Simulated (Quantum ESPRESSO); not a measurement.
# CrBr2: a ladder in the Hubbard U

Two starts of CrBr2 are run at each rung of the Hubbard U.

Calculated with Quantum ESPRESSO 7.5; PBEsol; plane waves with GBRV 1.5 PBEsol potentials, no spin-orbit coupling (settings of the first rung).

## Step 1: The structure

It takes space group C2/m (No. 12, monoclinic). The conventional cell has a = 7.489 Å, b = 3.662 Å, c = 6.507 Å, α = 90.00°, β = 96.41°, γ = 90.00°. Nearest to Cr lie 6 Br at 2.55 to 3.20 Å. Nearest to Br lie 3 Cr at 2.55 to 3.20 Å. Farther neighbours and most contacts between anions are not listed.

The cell comes from Materials Project 2023-11-01, a database of computed structures, and need not be the stable phase.

## Step 2: Rung 1, start ferro +

File pw.in:

```
&CONTROL
  calculation = 'scf'
  prefix = 'pwscf'
  outdir = './tmp'
  pseudo_dir = './pseudo'
  disk_io = 'nowf'
  tprnfor = .true.
  tstress = .true.
/
&SYSTEM
  ibrav = 0
  nat = 3
  ntyp = 2
  ecutwfc = 40
  ecutrho = 280
  nbnd = 23
  occupations = 'smearing'
  smearing = 'fd'
  degauss = 0.00367493
  nspin = 2
  starting_magnetization(1) = 0.2143
  starting_magnetization(2) = 0
/
&ELECTRONS
  conv_thr = 6d-09
  electron_maxstep = 150
  mixing_beta = 0.3
/
ATOMIC_SPECIES
Cr     51.9961 cr_pbesol_v1.5.uspp.F.UPF
Br     79.9040 br_pbesol_v1.4.uspp.F.UPF
CELL_PARAMETERS bohr
   7.0763988374   -3.4601924691    0.0000000000
   7.0763988374    3.4601924691    0.0000000000
  -1.3735417645    0.0000000000   12.2188670766
ATOMIC_POSITIONS crystal
Cr      0.0000000000    0.0000000000    0.0000000000
Br      0.6457740000    0.6457740000    0.2332280000
Br      0.3542260000    0.3542260000    0.7667720000
K_POINTS automatic
6 6 6 0 0 0
```

Command:

```sh
$ OMP_NUM_THREADS=1 mpirun -n 4 pw.x -nk 4 -in pw.in > pw.out
```

Log:

```text
Program PWSCF v.7.5 starts

     Message from routine setup:
     using ibrav=0 with symmetry is DISCOURAGED, use correct ibrav instead

     K-points division:     npool     =       4
     Subspace diagonalization in iterative solution of the eigenvalue problem:

     bravais-lattice index     =            0
     lattice parameter (alat)  =       7.8771  a.u.
     unit-cell volume          =     598.3751 (a.u.)^3
     number of atoms/cell      =            3
     number of atomic types    =            2
     number of electrons       =        28.00
     number of Kohn-Sham states=           23
     kinetic-energy cutoff     =      40.0000  Ry
     charge density cutoff     =     280.0000  Ry
     scf convergence threshold =      6.0E-09
     mixing beta               =       0.3000
     number of iterations used =            8  plain     mixing
     Exchange-correlation= SLA  PW   PSX  PSC
                           (   1   4  10   8   0   0   0)

     celldm(1)=   7.877078  celldm(2)=   0.000000  celldm(3)=   0.000000
     celldm(4)=   0.000000  celldm(5)=   0.000000  celldm(6)=   0.000000

     crystal axes: (cart. coord. in units of alat)
               a(1) = (   0.898353  -0.439274   0.000000 )
               a(2) = (   0.898353   0.439274   0.000000 )
               a(3) = (  -0.174372   0.000000   1.551193 )

     reciprocal axes: (cart. coord. in units 2 pi/alat)
               b(1) = (  0.556574 -1.138243  0.062565 )
               b(2) = (  0.556574  1.138243  0.062565 )
               b(3) = ( -0.000000  0.000000  0.644665 )

     PseudoPot. # 1 for Cr read from file:
     cr_pbesol_v1.5.uspp.F.UPF
     Pseudo is Ultrasoft + core correction, Zval = 14.0

     PseudoPot. # 2 for Br read from file:
     br_pbesol_v1.4.uspp.F.UPF
     Pseudo is Ultrasoft + core correction, Zval =  7.0

     atomic species   valence    mass     pseudopotential
     Cr               14.00    51.99610     Cr( 1.00)
     Br                7.00    79.90400     Br( 1.00)

     Starting magnetic structure
     atomic species   magnetization
     Cr              0.214
     Br              0.000

      4 Sym. Ops., with inversion, found

   Cartesian axes

     site n.     atom                  positions (alat units)
         1        Cr     tau(   1) = (   0.0000000   0.0000000   0.0000000  )
         2        Br     tau(   2) = (   1.1195980  -0.0000000   0.3617816  )
         3        Br     tau(   3) = (   0.5027366   0.0000000   1.1894113  )

     number of k points=    68  Fermi-Dirac smearing, width (Ry)=  0.0037
                       cart. coord. in units 2pi/alat
        k(    1) = (   0.0000000   0.0000000   0.0000000), wk =   0.0046296
        k(    2) = (   0.0000000   0.0000000   0.1074442), wk =   0.0092593
        k(    3) = (   0.0000000   0.0000000   0.2148884), wk =   0.0092593
        k(    4) = (   0.0000000   0.0000000  -0.3223326), wk =   0.0046296
        k(    5) = (   0.0927623   0.1897071   0.0104276), wk =   0.0185185
        [... 63 further k-points ...]

     Dense  grid:    47327 G-vectors     FFT dimensions: (  45,  45,  72)

     Smooth grid:    20441 G-vectors     FFT dimensions: (  32,  32,  50)

     Check: negative core charge=   -0.000003
     Generating pointlists ...
     new r_m :   0.2519 (alat units)  1.9839 (a.u.) for type    1
     new r_m :   0.2519 (alat units)  1.9839 (a.u.) for type    2

     Initial potential from superposition of free atoms

     starting charge      26.9999, renormalised to      28.0000

     negative rho (up, down):  7.515E-04 4.853E-04
     Starting wfcs are   18 randomized atomic wfcs +    5 random wfcs

     Self-consistent Calculation

     iteration #  1     ecut=    40.00 Ry     beta= 0.30
     Davidson diagonalization with overlap
     ethr =  1.00E-02,  avg # of iterations =  7.5

     Threshold (ethr) on eigenvalues was too large:
     Diagonalizing with lowered threshold

     Davidson diagonalization with overlap
     ethr =  5.41E-04,  avg # of iterations =  4.3

     negative rho (up, down):  3.839E-04 8.058E-04

     total energy              =    -256.49894536 Ry
     estimated scf accuracy    <       0.18536756 Ry

     total magnetization       =     4.00 Bohr mag/cell
     absolute magnetization    =     4.07 Bohr mag/cell

     iteration #  2     ecut=    40.00 Ry     beta= 0.30
     Davidson diagonalization with overlap
     ethr =  6.62E-04,  avg # of iterations =  1.9

     negative rho (up, down):  0.000E+00 1.657E-03

     total energy              =    -256.51652393 Ry
     estimated scf accuracy    <       0.03830844 Ry

     total magnetization       =     4.00 Bohr mag/cell
     absolute magnetization    =     4.11 Bohr mag/cell

     [... further iterations left out ...]

     iteration # 12     ecut=    40.00 Ry     beta= 0.30
     Davidson diagonalization with overlap
     ethr =  1.53E-10,  avg # of iterations =  4.8

     negative rho (up, down):  0.000E+00 4.862E-03

     total energy              =    -256.53263960 Ry
     estimated scf accuracy    <       0.00000008 Ry

     total magnetization       =     4.00 Bohr mag/cell
     absolute magnetization    =     4.22 Bohr mag/cell

     iteration # 13     ecut=    40.00 Ry     beta= 0.30
     Davidson diagonalization with overlap
     ethr =  1.53E-10,  avg # of iterations =  2.4

     negative rho (up, down):  0.000E+00 4.862E-03

     Magnetic moment per site  (integrated on atomic sphere of radius R)
     atom   1 (R=0.252)  charge= 12.1006  magn=  3.5098
     atom   2 (R=0.252)  charge=  4.8336  magn= -0.0239
     atom   3 (R=0.252)  charge=  4.8336  magn= -0.0239

     End of self-consistent calculation

     Number of k-points >= 100: set verbosity='high' to print the bands.

     the Fermi energy is     4.8171 ev

!    total energy              =    -256.53263966 Ry
     estimated scf accuracy    <          3.9E-09 Ry
     smearing contrib. (-TS)   =      -0.00003191 Ry
     internal energy E=F+TS    =    -256.53260775 Ry

     The total energy is F=E-TS. E is the sum of the following terms:
     one-electron contribution =    -174.26608144 Ry
     hartree contribution      =      94.34292863 Ry
     xc contribution           =     -61.70635515 Ry
     ewald contribution        =    -114.90309980 Ry

     total magnetization       =     4.00 Bohr mag/cell
     absolute magnetization    =     4.22 Bohr mag/cell

     convergence has been achieved in  13 iterations

     negative rho (up, down):  0.000E+00 4.862E-03

     Forces acting on atoms (cartesian axes, Ry/au):

     atom    1 type  1   force =     0.00000000    0.00000000    0.00000000
     atom    2 type  2   force =    -0.00411075    0.00000000   -0.01433226
     atom    3 type  2   force =     0.00411075   -0.00000000    0.01433226

     Total force =     0.021086     Total SCF correction =     0.000183

     Computing stress (Cartesian axis) and pressure

     negative rho (up, down):  0.000E+00 4.862E-03
          total   stress  (Ry/bohr**3)                   (kbar)     P=      -23.21
  -0.00012602  -0.00000000  -0.00004067          -18.54       -0.00       -5.98
   0.00000000  -0.00020672  -0.00000000            0.00      -30.41       -0.00
  -0.00004067   0.00000000  -0.00014064           -5.98        0.00      -20.69

=------------------------------------------------------------------------------=
   JOB DONE.
=------------------------------------------------------------------------------=
```

Wall time 45 s (4 MPI ranks of Arm Neoverse V2, shared host); peak memory 0.58 GiB; 3 min of CPU time.

Spin moment in the atom's sphere by atom:

```
atom  spin moment in the atom's sphere (μB)
 Cr1                                   3.51
 Br2                                  -0.02
 Br3                                  -0.02
```

This step gave:

* magnetization: 4 μB
* final state: ferromagnetic

## Step 3: Rung 1, start antiferro q=(0,1/2,0) +-

The wavevector q is in fractions of the reciprocal vectors of the crystal's primitive cell, as the cells of these inputs are built from it; moments change sign between cells as cos(2π q·R).

File pw.in:

```
&CONTROL
  calculation = 'scf'
  prefix = 'pwscf'
  outdir = './tmp'
  pseudo_dir = './pseudo'
  disk_io = 'nowf'
  tprnfor = .true.
  tstress = .true.
/
&SYSTEM
  ibrav = 0
  nat = 6
  ntyp = 3
  ecutwfc = 40
  ecutrho = 280
  nbnd = 38
  occupations = 'smearing'
  smearing = 'fd'
  degauss = 0.00367493
  nspin = 2
  starting_magnetization(1) = 0.2143
  starting_magnetization(2) = -0.2143
  starting_magnetization(3) = 0
/
&ELECTRONS
  conv_thr = 1.2d-08
  electron_maxstep = 150
  mixing_beta = 0.3
/
ATOMIC_SPECIES
Cr1    51.9961 cr_pbesol_v1.5.uspp.F.UPF
Cr2    51.9961 cr_pbesol_v1.5.uspp.F.UPF
Br     79.9040 br_pbesol_v1.4.uspp.F.UPF
CELL_PARAMETERS bohr
   7.0763988374   -3.4601924691    0.0000000000
  14.1527976748    6.9203849383    0.0000000000
  -1.3735417645    0.0000000000   12.2188670766
ATOMIC_POSITIONS crystal
Cr1     0.0000000000    0.0000000000    0.0000000000
Cr2     0.0000000000    0.5000000000    0.0000000000
Br      0.6457740000    0.3228870000    0.2332280000
Br      0.6457740000    0.8228870000    0.2332280000
Br      0.3542260000    0.1771130000    0.7667720000
Br      0.3542260000    0.6771130000    0.7667720000
K_POINTS automatic
6 3 6 0 0 0
```

Log:

```text
     [... lines left out ...]
Program PWSCF v.7.5 starts
     [... lines left out ...]
     number of atoms/cell      =            6
     [... lines left out ...]
     number of electrons       =        56.00
     number of Kohn-Sham states=           38
     kinetic-energy cutoff     =      40.0000  Ry
     charge density cutoff     =     280.0000  Ry
     scf convergence threshold =      1.2E-08
     [... lines left out ...]
      2 Sym. Ops., with inversion, found
     [... lines left out ...]
     number of k points=    56  Fermi-Dirac smearing, width (Ry)=  0.0037
     [... lines left out ...]
     iteration # 18     ecut=    40.00 Ry     beta= 0.30
     [... lines left out ...]
     Magnetic moment per site  (integrated on atomic sphere of radius R)
     atom   1 (R=0.252)  charge= 12.0986  magn=  3.4751
     atom   2 (R=0.252)  charge= 12.0986  magn= -3.4751
     atom   3 (R=0.252)  charge=  4.8326  magn= -0.0143
     atom   4 (R=0.252)  charge=  4.8326  magn=  0.0143
     atom   5 (R=0.252)  charge=  4.8326  magn=  0.0143
     atom   6 (R=0.252)  charge=  4.8326  magn= -0.0143
     [... lines left out ...]
     the Fermi energy is     4.7582 ev
!    total energy              =    -513.06871610 Ry
     estimated scf accuracy    <          8.0E-10 Ry
     smearing contrib. (-TS)   =      -0.00001826 Ry
     [... lines left out ...]
     total magnetization       =    -0.00 Bohr mag/cell
     absolute magnetization    =     8.30 Bohr mag/cell
     convergence has been achieved in  18 iterations
     [... lines left out ...]
     Total force =     0.028110     Total SCF correction =     0.000056
     [... lines left out ...]
          total   stress  (Ry/bohr**3)                   (kbar)     P=      -26.35
     [... lines left out ...]
```

It took 3.1 min on 4 MPI ranks; peak memory 1.1 GiB.

Spin moment in the atom's sphere by atom:

```
atom  spin moment in the atom's sphere (μB)
 Cr1                                   3.48
 Cr2                                  -3.48
 Br3                                  -0.01
 Br4                                   0.01
 Br5                                   0.01
 Br6                                  -0.01
```

This step gave:

```
magnetization : 0 μB
final state   : antiferromagnetic
```

## Step 4: Rung 2, start ferro +

File pw.in:

```
&CONTROL
  calculation = 'scf'
  prefix = 'pwscf'
  outdir = './tmp'
  pseudo_dir = './pseudo'
  disk_io = 'nowf'
  tprnfor = .true.
  tstress = .true.
/
&SYSTEM
  ibrav = 0
  nat = 3
  ntyp = 2
  ecutwfc = 40
  ecutrho = 280
  nbnd = 23
  occupations = 'smearing'
  smearing = 'fd'
  degauss = 0.00367493
  nspin = 2
  starting_magnetization(1) = 0.2143
  starting_magnetization(2) = 0
/
&ELECTRONS
  conv_thr = 6d-09
  electron_maxstep = 150
  mixing_beta = 0.3
/
ATOMIC_SPECIES
Cr     51.9961 cr_pbesol_v1.5.uspp.F.UPF
Br     79.9040 br_pbesol_v1.4.uspp.F.UPF
CELL_PARAMETERS bohr
   7.0763988374   -3.4601924691    0.0000000000
   7.0763988374    3.4601924691    0.0000000000
  -1.3735417645    0.0000000000   12.2188670766
ATOMIC_POSITIONS crystal
Cr      0.0000000000    0.0000000000    0.0000000000
Br      0.6457740000    0.6457740000    0.2332280000
Br      0.3542260000    0.3542260000    0.7667720000
K_POINTS automatic
6 6 6 0 0 0
HUBBARD {ortho-atomic}
U Cr-3d 1.5000
```

Log:

```text
     [... lines left out ...]
Program PWSCF v.7.5 starts
     [... lines left out ...]
     number of atoms/cell      =            3
     [... lines left out ...]
     number of electrons       =        28.00
     number of Kohn-Sham states=           23
     kinetic-energy cutoff     =      40.0000  Ry
     charge density cutoff     =     280.0000  Ry
     scf convergence threshold =      6.0E-09
     [... lines left out ...]
      4 Sym. Ops., with inversion, found
     [... lines left out ...]
     number of k points=    68  Fermi-Dirac smearing, width (Ry)=  0.0037
     [... lines left out ...]
     iteration # 13     ecut=    40.00 Ry     beta= 0.30
     [... lines left out ...]
     Magnetic moment per site  (integrated on atomic sphere of radius R)
     atom   1 (R=0.252)  charge= 12.0922  magn=  3.5568
     atom   2 (R=0.252)  charge=  4.8414  magn= -0.0350
     atom   3 (R=0.252)  charge=  4.8414  magn= -0.0350
     [... lines left out ...]
     Tr[ns(  1)] (up, down, total) =   4.22528  0.26267  4.48795
     [... lines left out ...]
     the Fermi energy is     4.6140 ev
!    total energy              =    -256.50168643 Ry
     estimated scf accuracy    <          5.3E-10 Ry
     smearing contrib. (-TS)   =      -0.00000008 Ry
     [... lines left out ...]
     total magnetization       =     4.00 Bohr mag/cell
     absolute magnetization    =     4.26 Bohr mag/cell
     convergence has been achieved in  13 iterations
     [... lines left out ...]
     Total force =     0.013226     Total SCF correction =     0.000008
     [... lines left out ...]
          total   stress  (Ry/bohr**3)                   (kbar)     P=      -16.08
     [... lines left out ...]
```

Wall time 53 s (4 MPI ranks); peak memory 0.61 GiB.

Read from the output:

* magnetization: 4 μB
* final state: ferromagnetic
* largest moment: 3.557 μB

## Step 5: Rung 2, start antiferro q=(0,1/2,0) +-

File pw.in:

```
&CONTROL
  calculation = 'scf'
  prefix = 'pwscf'
  outdir = './tmp'
  pseudo_dir = './pseudo'
  disk_io = 'nowf'
  tprnfor = .true.
  tstress = .true.
/
&SYSTEM
  ibrav = 0
  nat = 6
  ntyp = 3
  ecutwfc = 40
  ecutrho = 280
  nbnd = 38
  occupations = 'smearing'
  smearing = 'fd'
  degauss = 0.00367493
  nspin = 2
  starting_magnetization(1) = 0.2143
  starting_magnetization(2) = -0.2143
  starting_magnetization(3) = 0
/
&ELECTRONS
  conv_thr = 1.2d-08
  electron_maxstep = 150
  mixing_beta = 0.3
/
ATOMIC_SPECIES
Cr1    51.9961 cr_pbesol_v1.5.uspp.F.UPF
Cr2    51.9961 cr_pbesol_v1.5.uspp.F.UPF
Br     79.9040 br_pbesol_v1.4.uspp.F.UPF
CELL_PARAMETERS bohr
   7.0763988374   -3.4601924691    0.0000000000
  14.1527976748    6.9203849383    0.0000000000
  -1.3735417645    0.0000000000   12.2188670766
ATOMIC_POSITIONS crystal
Cr1     0.0000000000    0.0000000000    0.0000000000
Cr2     0.0000000000    0.5000000000    0.0000000000
Br      0.6457740000    0.3228870000    0.2332280000
Br      0.6457740000    0.8228870000    0.2332280000
Br      0.3542260000    0.1771130000    0.7667720000
Br      0.3542260000    0.6771130000    0.7667720000
K_POINTS automatic
6 3 6 0 0 0
HUBBARD {ortho-atomic}
U Cr1-3d 1.5000
U Cr2-3d 1.5000
```

Log:

```text
     [... lines left out ...]
Program PWSCF v.7.5 starts
     [... lines left out ...]
     number of atoms/cell      =            6
     [... lines left out ...]
     number of electrons       =        56.00
     number of Kohn-Sham states=           38
     kinetic-energy cutoff     =      40.0000  Ry
     charge density cutoff     =     280.0000  Ry
     scf convergence threshold =      1.2E-08
     [... lines left out ...]
      2 Sym. Ops., with inversion, found
     [... lines left out ...]
     number of k points=    56  Fermi-Dirac smearing, width (Ry)=  0.0037
     [... lines left out ...]
     iteration # 15     ecut=    40.00 Ry     beta= 0.30
     [... lines left out ...]
     Magnetic moment per site  (integrated on atomic sphere of radius R)
     atom   1 (R=0.252)  charge= 12.0908  magn=  3.5367
     atom   2 (R=0.252)  charge= 12.0908  magn= -3.5367
     atom   3 (R=0.252)  charge=  4.8410  magn= -0.0121
     atom   4 (R=0.252)  charge=  4.8410  magn=  0.0121
     atom   5 (R=0.252)  charge=  4.8410  magn=  0.0121
     atom   6 (R=0.252)  charge=  4.8410  magn= -0.0121
     [... lines left out ...]
     Tr[ns(  1)] (up, down, total) =   4.22083  0.27105  4.49188
     [... lines left out ...]
     Tr[ns(  2)] (up, down, total) =   0.27105  4.22083  4.49187
     [... lines left out ...]
     the Fermi energy is     4.5415 ev
!    total energy              =    -513.00484744 Ry
     estimated scf accuracy    <       0.00000001 Ry
     smearing contrib. (-TS)   =      -0.00000003 Ry
     [... lines left out ...]
     total magnetization       =     0.00 Bohr mag/cell
     absolute magnetization    =     8.41 Bohr mag/cell
     convergence has been achieved in  15 iterations
     [... lines left out ...]
     Total force =     0.016803     Total SCF correction =     0.000318
     [... lines left out ...]
          total   stress  (Ry/bohr**3)                   (kbar)     P=      -17.97
     [... lines left out ...]
```

It took 3.4 min on 4 MPI ranks; peak memory 1.2 GiB; 13 min of CPU time.

Numbers from this step:

* magnetization: 0 μB
* final state: antiferromagnetic
* largest moment: 3.537 μB

(Continued in part 2 of 3.)

[Logs and program files are shortened in this print: banners, set-up blocks, solver, clock and traceback lines can be left out without a mark of their own.]

[Logs are printed without paths, hosts, clocks, repeated set-up lines and the standing remarks that a program may print on its own settings, such as how far it seeks lower states.]

[Hosts, paths, dates, database ids (printed as entryN), source tags and the programs' standing remarks are cut or masked in the printed files.]

[Where a cell is said to come from a database of computed structures, the database is the Materials Project.]
